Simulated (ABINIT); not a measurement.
Planning a run of ABINIT 10.8.3 on CsPbCl3 (Pm-3m). The input:

```
acell 3*1.0 Angstrom
rprim 
  5.605000000000 0.000000000000 0.000000000000
  0.000000000000 5.605000000000 0.000000000000
  0.000000000000 0.000000000000 5.605000000000
ntypat 3
znucl 55 82 17
natom 5
typat 1 2 3 3 3
xred 
  0.000000000000 0.000000000000 0.000000000000
  0.500000000000 0.500000000000 0.500000000000
  0.500000000000 0.500000000000 0.000000000000
  0.000000000000 0.500000000000 0.500000000000
  0.500000000000 0.000000000000 0.500000000000
pp_dirpath "pseudos"
pseudos "Cs.upf, Pb.upf, Cl.upf"
ecut 32
ngkpt 2 2 2
nshiftk 1
shiftk 0 0 0
kptopt 1
chksymbreak 0
istwfk *1
occopt 1
irdwfk 1
optdriver 3
nband 158
ecuteps 4
inclvkb 2
awtr 1
symchi 1
gwcalctyp 27
nfreqre 1
nfreqim 0
mbpt_sciss 3.005 eV
nqptdm 1
qptdm 
  0 0 0
indata_prefix "in"
outdata_prefix "out"
tmpdata_prefix "tmp"
```

```sh
OMP_NUM_THREADS=1 mpirun -n 4 abinit run.abi > log
```

Q: Estimate wall time and host memory on 4 MPI ranks of Arm Neoverse V1, shared host.

It took 43 s; on shared hardware allow 21 s to 85 s. Peak host memory was 1.8 GiB.

[Paths, hosts, dates, memory and timing lines, banners, echoed tables and standing remarks are left out of the program output.]

[Logs are printed without paths, hosts, clocks, repeated set-up lines and the standing remarks that a program may print on its own settings, such as how far it seeks lower states.]

[Runs of the session that timed out or met a known fault of the program may be left out.]

[Hosts, paths, dates, database ids (printed as entryN), source tags and the programs' standing remarks are cut or masked in the printed files.]

[G0W0 gaps are taken among the corrected bands and points alone; a level outside them can change the order at an edge.]

[Where Ansatz stands beside ABINIT at settings called matched, ABINIT's density can come from a denser mesh and the files from another edition; pairs whose starting gaps differed by over 0.03 eV were left out, so agreement reads better than it is.]
